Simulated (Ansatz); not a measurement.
# CaGeS3 (model cell, started as cubic perovskite with Ge in the octahedra): following an unstable mode

Wanted: the energy along a soft mode of CaGeS3 (model cell, started as cubic perovskite with Ge in the octahedra) and the structure at the end.

Method: DFT PBEsol, scalar-relativistic, plane waves, PAW; PAW set soft_1, in Ansatz 0.2.0.

Most raw output is cut from this account.

The structure was built from a prototype and need not be the compound's stable phase.

### 1. The starting structure

It takes space group Pm-3m (No. 221, cubic). The conventional cell has a = 4.701 Å, b = 4.701 Å, c = 4.701 Å, α = 90.00°, β = 90.00°, γ = 90.00°. Ca has 12 S at 3.32 Å nearest. Nearest to Ge lie 6 S at 2.35 Å. S has 2 Ge at 2.35 Å and 4 Ca at 3.32 Å nearest. Farther neighbours and most contacts between anions are not listed.

### 2. The dispersion

The cell comes from relaxations at this level that are not shown. Stability and thermal properties need the whole zone. Linear response on a 4×4×4 q mesh gives force constants as far as a supercell of that size would.

Contents of input.yaml:

```yaml
crystal:
  lattice:
    - [4.7007771819, 0.0, 0.0]
    - [0.0, 4.7007771819, 0.0]
    - [0.0, 0.0, 4.7007771819]
  atoms:
    - { symbol: Ca, position: [0.0, 0.0, 0.0] }
    - { symbol: Ge, position: [0.5, 0.5, 0.5] }
    - { symbol: S, position: [0.5, 0.5, 0.0] }
    - { symbol: S, position: [0.5, 0.0, 0.5] }
    - { symbol: S, position: [0.0, 0.5, 0.5] }
kpoints:
  mp_grid: { grid: [8, 8, 8] }
hamiltonian:
  xc: pbesol
  pseudopotentials: { kind: paw, azcp: { folder: soft_1 }, xc_functional: pbe }
scf:
  occupations: { method: methfessel_paxton, width: 0.2 }
output:
  eigenvalues: true
phonons:
  method: dfpt
  qmesh: [4, 4, 4]
  temperatures: { t_max: 1000, t_step: 50 }
  qpath:
    path:
      - [[0.0, 0.0, 0.0], [0.0, 0.5, 0.0], [0.5, 0.5, 0.0], [0.0, 0.0, 0.0], [0.5, 0.5, 0.5], [0.0, 0.5, 0.0]]
      - [[0.5, 0.5, 0.5], [0.5, 0.5, 0.0]]
    npoints: 10
```

Command:

```
$ ansatz run input.yaml --threads 4 --pin off --max-ram 16384MiB --backend cpu --events-out ev --progress --plain --runs-dir out
```

Elapsed: 18 min, on 4 threads of Arm Neoverse V1, shared host; peak memory 3.1 GiB.

This step gave:

```
volume per atom                                         : 20.77 Å³
gap on the k-mesh                                       : 0 eV
sum-rule residual before enforcement                    : 1.02e-5 eV/Å²
lowest frequency on the path                            : -167.4 cm⁻¹
point group                                             : m-3m
highest frequency on the path or at a solved wavevector : 375.9 cm⁻¹
highest optical mode at the zone centre (no LO-TO term) : 317.8 cm⁻¹
lowest optical zone-centre mode                         : -127.7 cm⁻¹
lowest mode on the q mesh (acoustic modes at Γ apart)   : -167.1 cm⁻¹
```

Frequencies (cm⁻¹) solved at each irreducible wavevector; negative means imaginary. Frequencies by wavevector, by row:

```
q in reciprocal lattice units  star  mode 1  mode 2  mode 3  mode 4  mode 13  mode 14  mode 15
                        0 0 0     1  -127.7  -127.7  -127.7   -92.8    317.8    317.8    317.8
                     0 0 0.25     6  -140.3  -121.8  -121.8  -118.7    283.7    317.5    317.5
                     0 0 -0.5     3    -144  -130.3    -125    -125    309.3    318.8    318.8
                  0 0.25 0.25    12  -159.8    -135  -115.4  -114.7    274.1    310.4      317
                  0 0.25 -0.5    12  -165.4  -155.3    -126  -118.9    281.7    318.5    326.8
                  0 -0.5 -0.5     3  -165.5  -165.5  -156.9  -107.4      274    316.2    319.5
               0.25 0.25 0.25     8  -154.6  -154.6  -150.4  -104.5    277.5    277.5    340.8
               0.25 0.25 -0.5    12  -166.5  -165.8    -149  -103.4      277    282.4    354.6
               0.25 -0.5 -0.5     6  -167.1  -167.1  -161.6  -103.6    270.7      273    360.3
               -0.5 -0.5 -0.5     1  -166.9  -166.9  -166.9    -102    268.4    268.4    375.9
```

Interpolated from a 4×4×4 q mesh. Phonon branches along the path, in cm⁻¹:

```
    point  branch 1  branch 2  branch 3  branch 4  branch 12  branch 13  branch 14  branch 15
        Γ      -128      -128      -128       -93          0        318        318        318
  halfway      -140      -122      -122      -119        134        284        318        318
        X      -144      -130      -125      -125        201        309        319        319
  halfway      -165      -155      -126      -119        206        282        318        327
        M      -166      -166      -157      -107        211        274        316        320
  halfway      -160      -135      -115      -115        145        274        310        317
        Γ      -128      -128      -128       -93          0        318        318        318
  halfway      -155      -155      -150      -104        154        278        278        341
        R      -167      -167      -167      -102        220        268        268        376
  halfway      -166      -166      -149      -103        210        277        282        355
        X      -144      -130      -125      -125        201        309        319        319
jump to R      -167      -167      -167      -102        220        268        268        376
  halfway      -167      -167      -162      -104        215        271        273        360
        M      -166      -166      -157      -107        211        274        316        320
```

Symmetry leaves 10 wavevectors to solve. The lowest mode among them, the acoustic zeros apart, lies at q = (0.25, -0.5, -0.5) and is imaginary, 167.1i cm⁻¹, so the energy falls along it.

### 3. The mode frozen in, largest atomic shift 0 Å

The mode followed lies at q = (-0.5, -0.5, -0.5) with frequency 166.9i cm⁻¹ and is 3-fold degenerate, one of the unstable modes though not the softest. At small amplitude the distorted cell has space group no. 74 by a symmetry search on the positions. The undistorted cell that holds it gives the zero of energy on the same k mesh.

System of this step: CaGeS3 (model cell, started as cubic perovskite with Ge in the octahedra). Symmetry: Pm-3m, No. 221, cubic system. The conventional cell has a = 4.701 Å, b = 4.701 Å, c = 4.701 Å, α = 90.00°, β = 90.00°, γ = 90.00°. Nearest to Ca lie 12 S at 3.32 Å. Ge has 6 S at 2.35 Å nearest. S has 2 Ge at 2.35 Å and 4 Ca at 3.32 Å nearest. Farther neighbours and most contacts between anions are not listed.

input.yaml, the sections that differ from step 2:

```yaml
crystal:
  lattice:
    - [4.7007771819, 4.7007771819, 0.0]
    - [4.7007771819, 0.0, 4.7007771819]
    - [4.7007771819, 0.0, -4.7007771819]
  atoms:
    - { symbol: Ca, position: [0.0, 0.0, 0.0] }
    - { symbol: Ca, position: [0.0, 0.5, 0.5] }
    - { symbol: Ge, position: [0.5, 0.25, 0.75] }
    - { symbol: Ge, position: [0.5, 0.75, 0.25] }
    - { symbol: S, position: [0.5, 0.5, 0.5] }
    - { symbol: S, position: [0.5, 0.0, 0.0] }
    - { symbol: S, position: [0.0, 0.5, 0.0] }
    - { symbol: S, position: [0.0, 0.0, 0.5] }
    - { symbol: S, position: [0.5, 0.5, 0.0] }
    - { symbol: S, position: [0.5, 0.0, 0.5] }
output:
  forces: true
  stress: true
  eigenvalues: true
# kpoints, hamiltonian, scf: as in step 2
# phonons: removed
```

The job ended after 6.8 s (4 threads; peak memory 0.69 GiB).

Numbers from this step:

* pressure: 0.009980 GPa
* energy from the undistorted cell: 0 meV/atom

The run ends at a pressure of 0.01 GPa.

### 4. The mode frozen in, largest atomic shift 0.6 Å

The atoms are moved along the unstable eigenvector, the largest shift by 0.6 Å, with the cell fixed.

input.yaml, the sections that differ from step 3:

```yaml
crystal:
  lattice:
    - [4.7007771819, 4.7007771819, 0.0]
    - [4.7007771819, 0.0, 4.7007771819]
    - [4.7007771819, 0.0, -4.7007771819]
  atoms:
    - { symbol: Ca, position: [0.0, 0.0, 0.0] }
    - { symbol: Ca, position: [0.0, 0.5, 0.5] }
    - { symbol: Ge, position: [0.5, 0.25, 0.75] }
    - { symbol: Ge, position: [0.5, 0.75, 0.25] }
    - { symbol: S, position: [0.4097459734, 0.5902540266, 0.5902540266] }
    - { symbol: S, position: [0.5902540266, -0.0902540266, -0.0902540266] }
    - { symbol: S, position: [0.0, 0.4548729867, 0.0451270133] }
    - { symbol: S, position: [0.0, 0.0451270133, 0.4548729867] }
    - { symbol: S, position: [0.5, 0.4548729867, 0.0451270133] }
    - { symbol: S, position: [0.5, 0.0451270133, 0.4548729867] }
# kpoints, hamiltonian, scf, output: as in step 3
```

It took 22 s on 4 threads; peak memory 1 GiB; 86 s of CPU time.

This step gave:

| Quantity | Value |
| --- | --- |
| pressure | -1.460 GPa |
| energy from the undistorted cell | -124.5 meV/atom |

The energy, extrapolated to zero smearing, is -124.48 meV/atom against the undistorted cell.

The run ends at a pressure of -1.46 GPa, with forces up to 0.69 eV/Å.

### 5. Energy along the mode, all amplitudes (two of the runs are shown above)

An imaginary frequency means negative curvature, so the energy should fall and then rise again as anharmonic terms take over.

Numbers from this step:

```
depth at the lowest point sampled  : 124.5 meV/atom
largest atomic shift at that point : 0.6 Å
```

Table of energy from the parent by largest atomic shift:

```
largest atomic shift (Å)  energy from the parent (meV/atom)
                   0.000                                  0
                   0.040                             -0.898
                   0.080                              -3.58
                   0.140                              -10.9
                   0.220                              -26.2
                   0.320                              -52.2
                   0.450                              -90.2
                   0.600                               -124
```

Displacement at unit largest shift by atom:

```
atom   x (Å)   y (Å)   z (Å)   size
 Ca1   0.000   0.000   0.000  0.000
 Ca2   0.000   0.000   0.000  0.000
 Ge3   0.000   0.000   0.000  0.000
 Ge4   0.000   0.000   0.000  0.000
  S5   0.707  -0.707   0.000  1.000
  S6  -0.707   0.707   0.000  1.000
  S7   0.000   0.000  -0.707  0.707
  S8   0.000   0.000   0.707  0.707
  S9   0.000   0.000  -0.707  0.707
 S10   0.000   0.000   0.707  0.707
```

The lowest of the steps tried is the last one, at 0.6 Å, 124 meV/atom below the parent; the bottom of the well need not coincide with a step.

### 6. Relaxing from the distorted cell

Starting from the lowest point found, all atoms and the cell are let go, so that strain and other modes of the same symmetry can join in.

Changes to input.yaml since step 4:

```diff
@@ -27 +27,6 @@
   eigenvalues: true
+relax:
+  adjacent_minimum: "off"
+  f_tol: 0.002
+  max_steps: 120
+  cell: { stress_tol: 0.03 }
```

It took 2.5 min on 4 threads; peak memory 1.1 GiB; 10 min of CPU time.

Relaxation path:

```
step  energy less that of the first step (eV)  largest force component (eV/Å)  pressure (GPa)  volume (Å³)
   1                                   0.0000                          0.6862           -1.46       207.75
   2                                  -0.4170                          0.1147            0.68       200.47
   3                                  -0.4497                          0.0488            0.31       202.16
   4                                  -0.4529                          0.0219            0.01       202.99
   5                                  -0.4541                          0.0120           -0.03       203.24
   6                                  -0.4544                          0.0012            0.02       203.13
   7                                  -0.4544                          0.0006            0.00       203.20
  8*                                  -0.4537                          0.0007           -0.01       203.20
```

Relaxation steps marked * repeat the geometry before them on a plane-wave basis chosen anew for their cell, so energy and pressure can jump there.

Forces are held to the 8 operations that the run works with; a distortion that breaks them can't arise in this run.

```
conventional cell, symmetrised  before  after  change
                         a (Å)   6.648  6.547  -1.5 %
                         b (Å)   9.402  9.416  +0.2 %
                         c (Å)   6.648  6.592  -0.8 %
              volume (Å³/atom)   20.77  20.32  -2.2 %
```

The atoms that moved most (Å, as changes of fractional coordinates times the final cell):

```
atom      dx      dy      dz  length
  S9   0.000   0.000  -0.197   0.197
 S10   0.000   0.000   0.197   0.197
  S7   0.000   0.000  -0.197   0.197
  S8   0.000   0.000   0.197   0.197
 Ca1   0.100  -0.100   0.000   0.142
 Ca2  -0.100   0.100   0.000   0.142
  S5   0.036  -0.036   0.000   0.051
  S6  -0.036   0.036   0.000   0.051
```

Numbers from this step:

```
pressure        : -0.006048 GPa
volume per atom : 20.32 Å³
```

The distorted start has space group Imma; the relaxation ends in Imma.

### 7. The new phase in its own primitive cell

The relaxed structure is symmetrised, reduced to its primitive cell and relaxed tightly, as its phonons need.

input.yaml, the sections that differ from step 6:

```yaml
crystal:
  lattice:
    - [-3.2734215185, 4.7081771892, 3.2961946684]
    - [3.2734215185, -4.7081771892, 3.2961946684]
    - [3.2734215185, 4.7081771892, -3.2961946684]
  atoms:
    - { symbol: Ca, position: [0.7284711774, 0.9784711774, 0.75] }
    - { symbol: Ca, position: [0.2715288226, 0.0215288226, 0.25] }
    - { symbol: Ge, position: [0.5, 0.5, 0.0] }
    - { symbol: Ge, position: [0.0, 0.5, 0.5] }
    - { symbol: S, position: [0.1519819022, 0.4019819022, 0.75] }
    - { symbol: S, position: [0.8480180978, 0.5980180978, 0.25] }
    - { symbol: S, position: [0.3160459325, 0.0, 0.8160459325] }
    - { symbol: S, position: [0.6839540675, 0.0, 0.1839540675] }
    - { symbol: S, position: [0.3160459325, 0.5, 0.3160459325] }
    - { symbol: S, position: [0.6839540675, 0.5, 0.6839540675] }
relax:
  adjacent_minimum: "off"
  f_tol: 0.001
  max_steps: 60
  cell: { stress_tol: 0.01 }
# kpoints, hamiltonian, scf, output: as in step 6
```

Elapsed: 45 s, on 4 threads; peak memory 1 GiB; 2.9 min of CPU time.

Little changed from the start: no atom moved by 0.005 Å and no cell edge by 0.1 %.

Numbers from this step:

```
pressure : -0.006049 GPa
```

The largest force component left is 0.97 meV/Å and the pressure is -0.006 GPa, within the tolerances set. The cell now holds 20.32 Å³/atom.

### 8. Modes of the new phase

A relaxed structure may still be a saddle point, so its zone-centre modes are computed. No field response is asked, since the mesh shows no gap.

Changes to input.yaml since step 7:

```diff
@@ -24,9 +24,4 @@
 output:
-  forces: true
-  stress: true
   eigenvalues: true
-relax:
-  adjacent_minimum: "off"
-  f_tol: 0.001
-  max_steps: 60
-  cell: { stress_tol: 0.01 }
+phonons:
+  method: dfpt
```

The job ended after 20 min (4 threads; peak memory 7.5 GiB).

Numbers from this step:

```yaml
sum_rule_residual_before_enforcement: 7.27e-5 eV/Å²
point_group: mmm
highest_optical_mode_at_the_zone_centre_no_lo_to_term: 332.7 cm⁻¹
lowest_optical_zone_centre_mode: -115.6 cm⁻¹
```

Patterns of degenerate modes are one choice out of their space. Modes at Γ, with each element's share of the kinetic energy (negative means imaginary):

```
mode  frequency (cm⁻¹)  symmetry  Ca %  Ge %  S %
   1            -115.6       B3u    13     7   80
   2             -34.6       B2g    27     0   73
   3               0.0  acoustic    19    35   46
   4               0.0  acoustic    19    35   46
   5               0.0  acoustic    19    35   46
   6              34.7       B2u     8    73   19
   7              47.9       B3u    29    49   21
   8              72.7       B1u    13    67   20
   9              79.5       B1g     0     0  100
  10             113.0       B2g    54     0   46
  11             127.3       B3g    84     0   16
  12             155.1        Ag    74     0   26
  13             156.7        Au     0    26   74
  14             164.8       B1u    11    56   33
  15             171.5       B2u    70     5   24
  16             199.9        Ag     0     0  100
  17             202.2       B3u    37     1   62
  18             206.1       B1g     0     0  100
  19             209.5       B2g    19     0   81
  20             218.2       B3g     1     0   99
  21             218.4       B1u    35     7   58
  22             225.5        Au     0    74   26
  23             235.0       B2u     0    74   26
  24             244.7       B1u    18    30   52
  25             245.9       B3g    14     0   86
  26             254.1       B3u     1     9   91
  27             261.0        Ag    25     0   75
  28             272.8       B2u     2    13   85
  29             329.9       B3g     0     0  100
  30             332.7       B1u     3     6   91
```

Displacements in mode 1 (-115.6 cm⁻¹), the largest set to 1:
```
Ca1 -0.37  0.00  0.00
Ca2 -0.37  0.00  0.00
Ge3 -0.20  0.00  0.00
Ge4 -0.20  0.00  0.00
S5   1.00  0.00  0.00
S6   1.00  0.00  0.00
S7  -0.05  0.00  0.12
S8  -0.05  0.00  0.12
S9  -0.05  0.00 -0.12
S10 -0.05  0.00 -0.12
```

Displacements in mode 8 (72.7 cm⁻¹), the largest set to 1:
```
Ca1  0.00  0.00 -0.74
Ca2  0.00  0.00 -0.74
Ge3  0.00 -0.72  1.00
Ge4  0.00  0.72  1.00
S5   0.00  0.00 -0.72
S6   0.00  0.00 -0.72
S7   0.40  0.00 -0.31
S8   0.40  0.00 -0.31
S9  -0.40  0.00 -0.31
S10 -0.40  0.00 -0.31
```

Before it was imposed, the acoustic sum rule was missed by 7.3e-5 eV/Å². Small misses are needed for a sound result but don't prove that mesh and cutoff are converged. The lowest optical mode is imaginary, 115.6i cm⁻¹, so the energy falls along it.

### 9. The phases reached

The phases reached along the modes that were followed are set side by side.

Energies are those of the first relaxation, on the mesh of the frozen mode; space group, volume and gap are those of the last relaxation. Phases, by row:

```
                   mode frozen in  space group  energy from parent (meV/atom)  volume (Å³/atom)  gap on mesh (eV)  lowest zone-centre optical mode (cm⁻¹)  largest shift (Å)
                           parent        Pm-3m                              0             20.77                 0                                       –                  –
q = (0.25, -0.5, -0.5), 167i cm⁻¹       I4_122                           -141              20.3                 0                                       –              0.822
q = (0.25, -0.5, -0.5), 167i cm⁻¹         Fmmm                         -118.3              20.5                 0                                       –              1.067
q = (0.25, -0.5, -0.5), 167i cm⁻¹         Imma                           -126             20.49                 0                                       –              0.771
q = (-0.5, -0.5, -0.5), 167i cm⁻¹       I4/mcm                         -150.3                20                 0                                  -180.3              0.733
q = (-0.5, -0.5, -0.5), 167i cm⁻¹         R-3c                         -181.6             19.93             0.202                                  -104.6              0.643
q = (-0.5, -0.5, -0.5), 167i cm⁻¹         Imma                         -169.9             20.32                 0                                  -115.6              0.646
```

### 10. Summary of results

```yaml
unstable_mode_of_the_parent: q = (-0.5, -0.5, -0.5), 167i cm⁻¹
depth_at_the_lowest_point_sampled: 124 meV/atom
largest_atomic_shift_at_that_point: 0.6 Å
space_group_reached_within_0p01_a: Imma
energy_gained_over_the_parent_first_relaxation_on_the_mesh_of_the_frozen_mode: 170 meV/atom
volume_per_atom_phase_reached: 20.3 Å³
lowest_optical_zone_centre_mode_phase_reached: -116 cm⁻¹
highest_optical_mode_at_the_zone_centre_no_lo_to_term_phase_reached: 333 cm⁻¹
```

**Reading.** Along this mode the structure falls into Imma, 170 meV/atom below the parent. At the parent's cell the well is 124.5 meV/atom deep on the steps tried, with its lowest point at a shift of 0.6 Å. That is the last step tried, so the steps alone don't bracket the bottom of the well. Relaxing atoms and cell changes the gain by +45.45 meV/atom against the lowest step (energies at zero smearing). The new phase still has an imaginary mode at the zone centre of its cell, so it is a saddle point on the way to a lower structure. Of the 6 patterns followed to their end from this parent, this one ends 11.6 meV/atom above the lowest, R-3c. Each path keeps the symmetry of its pattern, so a lower phase may lie along a pattern not tried. With no gap, or one that is small against the smearing, the frequencies hang on the k mesh and the smearing, most of all near Kohn anomalies. A semilocal functional can close a gap that the real compound would have, so the metallic treatment may be an artefact of the level. The PAW files were made for PBE and serve the other functionals too. The starting cell was built on a prototype and not taken from a measurement, so the phase need not exist.

[Logs are printed without paths, hosts, clocks, repeated set-up lines and the standing remarks that a program may print on its own settings, such as how far it seeks lower states.]

[Hosts, paths, dates, database ids (printed as entryN), source tags and the programs' standing remarks are cut or masked in the printed files.]
